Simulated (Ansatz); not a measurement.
# 1T-SrClI monolayer in a perpendicular field, part 2 of 2

Aim: how the 1T-SrClI monolayer screens a field along its normal, and what the field does to its bands. A positive field points along +c.

Ansatz 0.2.0; plane-wave DFT, PBE-D3(BJ), Ansatz PAW (set soft_1); PAW set soft_1.

So far, gap on the k-mesh (eV): step 2 (relaxing the slab) 4.39.

### Step 3. Single point, field 0

A sawtooth potential applies the field, turning back in the middle of the vacuum. With the dipole correction the typed value is the field outside the slab. The induced dipole is small, so the SCF threshold is tight.

The cell differs from the one that the last finished run ended in (c 38.357 → 21.251 Å).

input.yaml reads:

```yaml
crystal:
  lattice:
    - [4.5413712849, 0.0, 0.0]
    - [-2.2706856425, 3.9329429008, 0.0]
    - [0.0, 0.0, 21.2510069814]
  atoms:
    - { symbol: I, position: [0.6666666667, 0.3333333333, 0.4235093428] }
    - { symbol: Sr, position: [0.0, 0.0, 0.5146228888] }
    - { symbol: Cl, position: [0.3333333333, 0.6666666667, 0.5764906572] }
kpoints:
  mp_grid: { grid: [12, 12, 1] }
  band_path:
    path: [[0, 0, 0], [0.5, 0, 0], [0.33333333, 0.33333333, 0], [0, 0, 0]]
    npoints: 16
hamiltonian:
  xc: pbe
  dispersion: d3bj
  pseudopotentials: { kind: paw, azcp: { folder: soft_1 } }
scf:
  occupations: { method: fermi_dirac, width: 0.02585 }
  convergence: { dr2_threshold: 1.0e-10 }
efield:
  axis: 3
  dipole_correction: true
  ramp_position: 0.97
  ramp_width: 0.06
  amplitude: 0
output:
  dos: { projected: true, e_range: [-6, 5] }
  write_potential: true
  write_density: true
  volumetric_format: npy
  elf: true
```

The run is started by

```
> ansatz run input.yaml --threads 2 --pin off --max-ram 3072MiB --backend cpu --events-out ev --progress --plain --runs-dir out
```

Numbers of over 12 decimals in the logs are rounded to 6 here.

What it wrote:

```text
[...]
Crystal: 3 atoms, lattice volume = 379.563 Å³
Basis set: ecut = 420 eV, 7469 PW (Γ)
Bands: 21, of which v1, the nominal top of the filled ones, is band 17 counted from 1 (16 counted from 0)
Symmetry: 6 space group operations
[...]
k-points: 19 of 144 (time reversal used)
[...]
SCF iter   1: F=—  HF=-12143.683787 eV  |F-HF|=—  |Δ(HF+E_count)|=         —  Δρ=1.14e-2  dr2=1.06e0  ethr=3.10e-3  p=-0.000 e·Å  D=-4.33e-9 V/Å  ΔV_dip=0.00 eV  dr2_dipole=1.06e-3  V_vac-E_F(+/−)=5.42/5.42 eV  ⟨swp⟩=16.7  Hψ=3761  notcnv=0
efield: sawtooth ramp at fractional position 0.9700 (set: `efield.ramp_position`, or a place that a band, a saddle search or an elastic batch's reference lends), width 0.0600; the density the first Hamiltonian is built on has a dipole p = -0.000 e·Å; the dipole correction subtracts the counter field D = -4.33e-9 V/Å, which shifts the + side's vacuum level by +0.00 eV against the − side's; the planar-averaged density in the ramp window peaks in size at 3.3e-6 e/Å³
[...]
SCF iter   2: F=—  HF=-12143.429489 eV  |F-HF|=—  |Δ(HF+E_count)|=   2.54e-1  Δρ=4.69e-3  dr2=1.07e-1  ethr=3.10e-3  p=0.024 e·Å  D=1.13e-2 V/Å  ΔV_dip=-0.24 eV  dr2_dipole=2.34e-3  V_vac-E_F(+/−)=4.70/4.94 eV  ⟨swp⟩=3.0  Hψ=845  notcnv=0
[...]
SCF iter  11: F=-12143.457351 eV  HF=-12143.457351 eV  |F-HF|=2.18e-11  |Δ(HF+E_count)|=  1.55e-10  Δρ=4.88e-8  dr2=8.86e-12  ethr=1.00e-12  p=0.067 e·Å  D=3.21e-2 V/Å  ΔV_dip=-0.68 eV  dr2_dipole=8.13e-14  V_vac-E_F(+/−)=4.05/4.73 eV  ⟨swp⟩=5.1  Hψ=1396  notcnv=0
SCF 1 converged in 11 iterations: F = -12143.457351 eV  dr2 = 8.86e-12
[...]
NSCF: frozen V_eff on 49 k-points
efield: sawtooth ramp at fractional position 0.9700 (kept from the solve that this one continues, or follows in the run), width 0.0600; the density the first Hamiltonian is built on has a dipole p = 0.067 e·Å; the dipole correction subtracts the counter field D = 3.21e-2 V/Å, which shifts the + side's vacuum level by -0.68 eV against the − side's; the planar-averaged density in the ramp window peaks in size at 3.3e-6 e/Å³
[...]
SCF converged after 11 iterations
Free energy (F): -12143.457351 eV
[...]
Internal energy: -12143.457351 eV  (E = F + TS)
E sigma→0 (E₀):  -12143.457351 eV
Fermi energy:    -1.390200 eV
Dipole field:    D = 0.032102 V/Å  (p = 0.067338 e·Å, saw-weighted, corrected)
Work function:   Φ+ = 4.0525 eV   Φ− = 4.7347 eV
Levels:          The Fermi level and band energies are counted from a zero that moves with the ramp; work functions are not
[...]
--- Band table (eV; the first three rows and the last of 19) ---
  k-point 0: bands = [... 13 lower, -5.8416, -4.2944, -3.5936, -3.5936, 0.8005, 1.7216, 1.7216, 1.8250]
  k-point 1: bands = [... 13 lower, -5.8367, -4.2741, -3.7182, -3.6222, 0.9301, 1.5758, 1.8039, 1.9887]
  k-point 2: bands = [... 13 lower, -5.8240, -4.2580, -3.9914, -3.6964, 1.1583, 1.4736, 2.0306, 2.1618]
  k-point 18: bands = [... 13 lower, -5.6312, -4.6114, -4.5004, -4.2161, 1.6870, 1.9745, 2.3745, 3.2267]
```

Elapsed: 21 s, on 2 threads of Arm Neoverse V1, shared host; peak memory 0.59 GiB; 41 s of CPU time.

In the SCF lines HF is the Harris–Foulkes energy and dr2 the Hartree energy of the density residual, in eV; the loop may stop once dr2 is under the threshold and the program's other checks hold. Hψ counts applications of the Hamiltonian.

This step gave:

```yaml
dipole_along_the_normal: 0.06734 e·Å
gap_along_the_path: 4.394 eV
smallest_direct_gap_along_the_path: 4.394 eV
step_between_the_vacuum_levels: -0.6822 eV
ionisation_energy_upper_face: 6.256 eV
electron_affinity_upper_face: 1.862 eV
ionisation_energy_lower_face: 6.938 eV
gap_the_smaller_of_path_and_mesh: 4.394 eV
```

Running mean over a fixed 2.5 Å (it still follows the layers) of the planar mean; the ramp of the sawtooth is left out. Electron's electrostatic potential energy less the Fermi level against z:

```
z (Å)  electron's electrostatic potential energy less the Fermi level (eV)
 2.95                                                                 4.73
 3.39                                                                 4.73
 3.84                                                                 4.73
 4.13                                                                 4.73
 4.57                                                                 4.73
 5.02                                                                 4.73
 5.46                                                                 4.73
 5.90                                                                 4.71
 6.20                                                                 4.68
 6.64                                                                 4.51
 7.08                                                                 3.87
 7.53                                                                 2.50
 7.97                                                                0.966
 8.41                                                               -0.612
 8.71                                                                -1.44
 9.15                                                                -2.61
 9.59                                                                -4.49
10.04                                                                -6.11
10.48                                                                -6.55
10.77                                                                -6.59
11.22                                                                -6.76
11.66                                                                -6.51
12.10                                                                -4.40
12.54                                                                -1.60
12.84                                                               -0.290
13.28                                                                 1.28
13.72                                                                 2.71
14.17                                                                 3.66
14.61                                                                 3.96
15.05                                                                 4.03
15.35                                                                 4.04
15.79                                                                 4.05
16.23                                                                 4.05
16.68                                                                 4.05
17.12                                                                 4.05
17.41                                                                 4.05
17.86                                                                 4.05
18.30                                                                 4.05
```

The density of states has structure finer than the step of the table below, so its rows give means over 0.25 eV, whole bins alone (the curve runs from -6 to 2.9 eV). Peaks (eV: height): -4.760: 15.1, -4.590: 9.60, -4.460: 25.5, -4.260: 15.0, -3.300: 8.20, -2.880: 9.71, -2.800: 24.5.

Table of density of states by energy, zero at the Fermi level of the run, which the smearing sets inside the gap; means over each step:

```
energy (eV)  density of states (states/eV a cell)
      -5.25                                     0
      -5.00                                 0.366
      -4.75                                  6.81
      -4.50                                  11.1
      -4.25                                  5.42
      -4.00                                     0
      -3.75                                     0
      -3.50                                  1.08
      -3.25                                  4.32
      -3.00                                  3.09
      -2.75                                  9.66
      -2.50                                  4.31
      -2.25                                  1.53
      -2.00                                     0
      -1.75                                     0
      -1.50                                     0
      -1.25                                     0
      -1.00                                     0
      -0.75                                     0
      -0.50                                     0
      -0.25                                     0
       0.00                                     0
       0.25                                     0
       0.50                                     0
       0.75                                     0
       1.00                                     0
       1.25                                     0
       1.50                                     0
       1.75                                     0
       2.00                                     0
       2.25                                  1.47
       2.50                                  3.81
       2.75                                  2.33
```

Projected DOS per atom over height of the atomic layer and energy from the Fermi level. Layers: I Sr Cl from below.

Ten even steps from '0' (0.0 states/eV) to '9' (8.5 states/eV), each cell a mean:
```
000
000
000
000
000
000
000
000
000
000
000
000
000
500
500
300
000
003
009
001
000
000
```
Columns: height of the atomic layer (Å) from 9 to 12.3 (not evenly spaced); rows upwards: energy from the Fermi level (eV) from -5.96 to 2.86.

The electronic bands at the labelled points (eV, zero at the Fermi level of the run, which the smearing sets inside the gap):

```csv
point,band 14,band 15,band 16,band 17,band 18,band 19,band 20,band 21
Γ,-4.45,-2.90,-2.20,-2.20,2.19,3.11,3.11,3.22
halfway,-4.41,-3.03,-2.74,-2.40,2.50,3.08,3.65,3.74
M,-4.27,-3.44,-2.80,-2.56,2.22,3.89,4.20,4.45
halfway,-4.26,-3.36,-2.85,-2.77,2.58,3.63,4.02,4.66
K,-4.24,-3.22,-3.11,-2.83,3.08,3.36,3.76,4.62
halfway,-4.36,-3.10,-2.74,-2.54,2.72,3.13,3.40,3.98
Γ,-4.45,-2.90,-2.20,-2.20,2.19,3.11,3.11,3.22
```

Valence density in the ca plane at fractional y = 0.000, with atoms of Sr within 0.2 Å of it. It is the smooth field of the valence electrons, not physical close to the nuclei.

Values in e/Å³, 7 rows by 16 columns, each cell a mean:
```
0.0 0.0 0.0 0.0 0.0 0.0 0.0 0.0 1.2 2.0 0.2 0.0 0.0 0.0 0.0 0.0
0.0 0.0 0.0 0.0 0.0 0.0 0.0 0.1 0.2 0.4 0.1 0.0 0.0 0.0 0.0 0.0
0.0 0.0 0.0 0.0 0.0 0.0 0.1 0.2 0.1 0.1 0.1 0.0 0.0 0.0 0.0 0.0
0.0 0.0 0.0 0.0 0.0 0.0 0.1 0.2 0.1 0.1 0.1 0.0 0.0 0.0 0.0 0.0
0.0 0.0 0.0 0.0 0.0 0.0 0.1 0.1 0.1 0.1 0.1 0.0 0.0 0.0 0.0 0.0
0.0 0.0 0.0 0.0 0.0 0.0 0.0 0.1 0.5 0.9 0.1 0.0 0.0 0.0 0.0 0.0
0.0 0.0 0.0 0.0 0.0 0.0 0.0 0.0 1.5 2.1 0.2 0.0 0.0 0.0 0.0 0.0
```
Columns run along c (16.0 Å, from fractional 0.09 to 0.85 of the cell), rows up along a (4.5 Å). Atoms in or near the plane, at fractional coordinates: Sr at (0.51, 0.00).

Electrostatic potential energy in the ca plane at fractional y = 0.000, with atoms of Sr within 0.2 Å of it. With pseudopotentials it is smooth inside the atoms' cores, unlike the true potential.

Ten even steps from '0' (-28 eV) to '9' (3 eV), each cell a mean:
```
99999999999999998510000478999999999999999999
99999999999999998741003678999999999999999999
99999999999999998865456789999999999999999999
99999999999999998887778899999999999999999999
99999999999999888898888999999999999999999999
99999999999998888899999999999999999999999999
99999999999999888899999999999999999999999999
99999999999999988888888899999999999999999999
99999999999999998876667889999999999999999999
99999999999999998753124788999999999999999999
99999999999999998620001578999999999999999999
99999999999999998500000478999999999999999999
```
Columns run along c (16.0 Å, from fractional 0.17 to 0.92 of the cell; values clipped at the 3rd and 97th percentile), rows up along a (4.5 Å). Atoms in or near the plane, at fractional coordinates: Sr at (0.51, 0.00).

ELF in the ca plane at fractional y = 0.000, with atoms of Sr within 0.2 Å of it. It is the smooth field of the valence electrons, not physical close to the nuclei.

Values, 7 rows by 16 columns, each cell a mean:
```
0.00 0.00 0.00 0.00 0.02 0.05 0.47 0.66 0.54 0.01 0.00 0.00 0.00 0.00 0.00 0.00
0.00 0.00 0.00 0.03 0.23 0.42 0.20 0.48 0.16 0.14 0.03 0.00 0.00 0.00 0.00 0.00
0.00 0.00 0.01 0.14 0.56 0.74 0.46 0.06 0.41 0.48 0.13 0.01 0.00 0.00 0.00 0.00
0.00 0.00 0.01 0.19 0.64 0.77 0.59 0.11 0.59 0.57 0.17 0.01 0.00 0.00 0.00 0.00
0.00 0.00 0.01 0.10 0.48 0.69 0.36 0.08 0.28 0.39 0.10 0.01 0.00 0.00 0.00 0.00
0.00 0.00 0.00 0.02 0.13 0.26 0.25 0.69 0.26 0.06 0.02 0.00 0.00 0.00 0.00 0.00
0.00 0.00 0.00 0.00 0.01 0.02 0.52 0.48 0.61 0.01 0.00 0.00 0.00 0.00 0.00 0.00
```
Columns run along c (16.0 Å, from fractional 0.17 to 0.92 of the cell), rows up along a (4.5 Å). Atoms in or near the plane, at fractional coordinates: Sr at (0.51, 0.00).

The gap is 4.39 eV, with the valence edge 6.26 eV and the conduction edge 1.86 eV under the upper vacuum level. Spin-orbit coupling, left out in this run, matters for the bands of elements this heavy.

### Step 4. Atoms held, field 0.1 V/Å

input.yaml, as its differences from that of step 3:

```diff
@@ -24,7 +24,6 @@
   dipole_correction: true
-  ramp_position: 0.97
-  ramp_width: 0.06
-  amplitude: 0
+  ramp_position: 0.9398
+  ramp_width: 0.1031
+  amplitude: 0.1
 output:
-  dos: { projected: true, e_range: [-6, 5] }
   write_potential: true
@@ -32,2 +31 @@
   volumetric_format: npy
-  elf: true
```

What it wrote:

```text
[...]
Crystal: 3 atoms, lattice volume = 379.563 Å³
Basis set: ecut = 420 eV, 7469 PW (Γ)
Bands: 21, of which v1, the nominal top of the filled ones, is band 17 counted from 1 (16 counted from 0)
Symmetry: 6 space group operations
[...]
k-points: 19 of 144 (time reversal used)
[...]
--- Band table (eV; the first three rows and the last of 19) ---
  k-point 0: bands = [... 13 lower, -5.8085, -4.3279, -3.6347, -3.6347, 0.8359, 1.7187, 1.7187, 1.8071]
  k-point 1: bands = [... 13 lower, -5.8034, -4.3084, -3.7590, -3.6634, 0.9713, 1.5696, 1.8011, 1.9779]
  k-point 2: bands = [... 13 lower, -5.7901, -4.2967, -4.0295, -3.7382, 1.1861, 1.5009, 2.0281, 2.1425]
  k-point 18: bands = [... 13 lower, -5.5986, -4.6479, -4.5409, -4.2625, 1.6903, 1.9889, 2.3634, 3.2071]
[key lines of the parts left out:]
SCF converged after 11 iterations
Free energy (F): -12143.466212 eV
Fermi energy:    -1.407908 eV
Dipole field:    D = 0.052388 V/Å  (p = 0.109890 e·Å, saw-weighted, corrected)
```

It took 19 s on 2 threads; peak memory 0.55 GiB; 38 s of CPU time.

The dipole is 0.110 e·Å, 0.0426 e·Å from its value without field, and the gap 4.459 eV.

### Step 5. Single point, field -0.1 V/Å

input.yaml, as its differences from that of step 4:

```diff
@@ -26,3 +26,3 @@
   ramp_width: 0.1031
-  amplitude: 0.1
+  amplitude: -0.1
 output:
```

What it wrote:

```text
[...]
Crystal: 3 atoms, lattice volume = 379.563 Å³
Basis set: ecut = 420 eV, 7469 PW (Γ)
Bands: 21, of which v1, the nominal top of the filled ones, is band 17 counted from 1 (16 counted from 0)
Symmetry: 6 space group operations
[...]
k-points: 19 of 144 (time reversal used)
[...]
--- Band table (eV; the first three rows and the last of 19) ---
  k-point 0: bands = [... 13 lower, -5.8875, -4.2728, -3.5651, -3.5651, 0.7398, 1.7117, 1.7117, 1.8237]
  k-point 1: bands = [... 13 lower, -5.8828, -4.2518, -3.6900, -3.5936, 0.8633, 1.5679, 1.7938, 1.9768]
  k-point 2: bands = [... 13 lower, -5.8706, -4.2316, -3.9656, -3.6674, 1.1027, 1.4335, 2.0203, 2.1565]
  k-point 18: bands = [... 13 lower, -5.6775, -4.5868, -4.4722, -4.1825, 1.6705, 1.9454, 2.3723, 3.2309]
[key lines of the parts left out:]
SCF converged after 11 iterations
Free energy (F): -12143.452744 eV
Fermi energy:    -1.396749 eV
Dipole field:    D = 0.011818 V/Å  (p = 0.024789 e·Å, saw-weighted, corrected)
```

Elapsed: 20 s, on 2 threads; peak memory 0.56 GiB.

The dipole is 0.0248 e·Å, -0.0425 e·Å from its value without field, and the gap 4.305 eV.

### Step 6. Response, atoms held

This step: plane-wave DFT, PBE-D3(BJ), Ansatz PAW (set soft_1); response to a field along the normal, atoms held; PAW set soft_1 (Ansatz 0.2.0).

The dipoles give the slope, and the difference of two potentials shows where the field is screened.

Numbers from this step:

```yaml
equivalent_conductor_thickness_p_eps_0ae: 4.311 Å
distance_between_the_outer_atoms: 3.251 Å
```

Dipole of the cell against applied field:

```csv
applied field (V/Å),dipole of the cell (e·Å)
-0.1000,0.0248
0.0000,0.0673
0.1000,0.110
```

Local field over the applied field, running mean. From the potentials at -0.1 and 0.1 V/Å; running mean over 2.5 Å. Local field over applied field against z:

| z (Å) | local field over applied field |
| --- | --- |
| 4.13 | 1.000 |
| 4.57 | 0.999 |
| 5.02 | 0.996 |
| 5.46 | 0.989 |
| 5.90 | 0.972 |
| 6.35 | 0.931 |
| 6.79 | 0.852 |
| 7.23 | 0.731 |
| 7.67 | 0.587 |
| 8.12 | 0.439 |
| 8.56 | 0.308 |
| 9.00 | 0.220 |
| 9.44 | 0.193 |
| 9.89 | 0.208 |
| 10.33 | 0.237 |
| 10.92 | 0.277 |
| 11.36 | 0.305 |
| 11.81 | 0.337 |
| 12.25 | 0.396 |
| 12.69 | 0.490 |
| 13.13 | 0.606 |
| 13.58 | 0.727 |
| 14.02 | 0.838 |
| 14.46 | 0.921 |
| 14.91 | 0.967 |
| 15.35 | 0.988 |
| 15.79 | 0.996 |
| 16.23 | 0.999 |
| 16.68 | 1.000 |
| 17.12 | 1.000 |

Electrons, planar mean, per unit field. Induced electron density against z:

| z (Å) | induced electron density (e/Å³ per V/Å) |
| --- | --- |
| 4.13 | 1.6e-6 |
| 4.43 | 3.5e-6 |
| 4.87 | 1.1e-5 |
| 5.17 | 2.2e-5 |
| 5.61 | 6.4e-5 |
| 5.90 | 1.3e-4 |
| 6.20 | 2.4e-4 |
| 6.64 | 6.1e-4 |
| 6.94 | 0.00108 |
| 7.23 | 0.00179 |
| 7.67 | 0.00307 |
| 7.97 | 0.00334 |
| 8.41 | 0.00184 |
| 8.71 | 0.00121 |
| 9.00 | 5.3e-4 |
| 9.44 | -3.0e-4 |
| 9.74 | -8.6e-4 |
| 10.04 | -0.00147 |
| 10.48 | -8.9e-4 |
| 10.77 | -1.9e-4 |
| 11.22 | 6.0e-4 |
| 11.51 | 4.8e-4 |
| 11.81 | -1.1e-4 |
| 12.25 | -6.7e-4 |
| 12.54 | -0.00126 |
| 12.84 | -0.00235 |
| 13.28 | -0.00274 |
| 13.58 | -0.00201 |
| 14.02 | -9.6e-4 |
| 14.31 | -5.3e-4 |
| 14.61 | -2.8e-4 |
| 15.05 | -1.0e-4 |
| 15.35 | -5.1e-5 |
| 15.64 | -2.5e-5 |
| 16.09 | -8.0e-6 |
| 16.38 | -3.7e-6 |
| 16.82 | -1.2e-6 |
| 17.12 | -5.3e-7 |

The smaller of the gaps on the path and on the k-mesh, counted as 0 under 0.03 eV; in a wide-gap layer a fall can come from a state in the tilted vacuum. Table of gap by applied field:

```
applied field (V/Å)  gap (eV)
            -0.1000      4.30
             0.0000      4.39
             0.1000      4.46
```

By hand: between -0.1 and 0.1 V/Å the dipole changes by 0.08510 e·Å, a slope of 0.4255 e·Å²/V. A perfect conductor of thickness t has p = ε₀AEt, so t = 180.95 × 0.4255 / 17.861 = 4.31 Å (e/ε₀ = 180.95 V·Å, A in Å²).

The induced dipole is that of a conductor 4.31 Å thick.

### Step 7. Summary of results

| Property | Result |
| --- | --- |
| gap without field | 4.39 eV |
| ionisation energy, upper face | 6.26 eV |
| electron affinity, upper face | 1.86 eV |
| step between the vacuum levels | -0.682 eV |
| equivalent conductor thickness, atoms held | 4.31 Å |

In words: The induced dipole equals that of a perfect conductor 4.31 Å thick, while the outer atoms lie 3.25 Å apart; an out-of-plane ε follows only once a thickness t is chosen, by 1 − 1/ε = 4.31 Å / t. The two faces differ: the vacuum level above lies 0.68 eV lower than the one below. The gap goes from 4.39 eV to 4.30 eV at -0.1 V/Å. In a field the lowest empty level of a wide-gap layer can be a state in the vacuum, whose place depends on the cell. With the field reversed the gap is 4.46 eV at 0.1 V/Å. Semilocal functionals give gaps that are too small, and excitons are not included. Spin-orbit coupling is left out, which matters for the bands of elements this heavy.

[Logs are printed without paths, hosts, clocks, repeated set-up lines and the standing remarks that a program may print on its own settings, such as how far it seeks lower states.]

[Hosts, paths, dates, database ids (printed as entryN), source tags and the programs' standing remarks are cut or masked in the printed files.]

[Maps of the electrostatic potential energy from Ansatz leave out the sawtooth potential of an applied field or a dipole correction, so their vacuum need not be flat; planar profiles and work functions include it.]

[The density of states shown here was stored with 400 of the rows of the run's finer table, so its peaks can read low, often by over a quarter, or be missed, and its means over a window can be off by a tenth or more.]
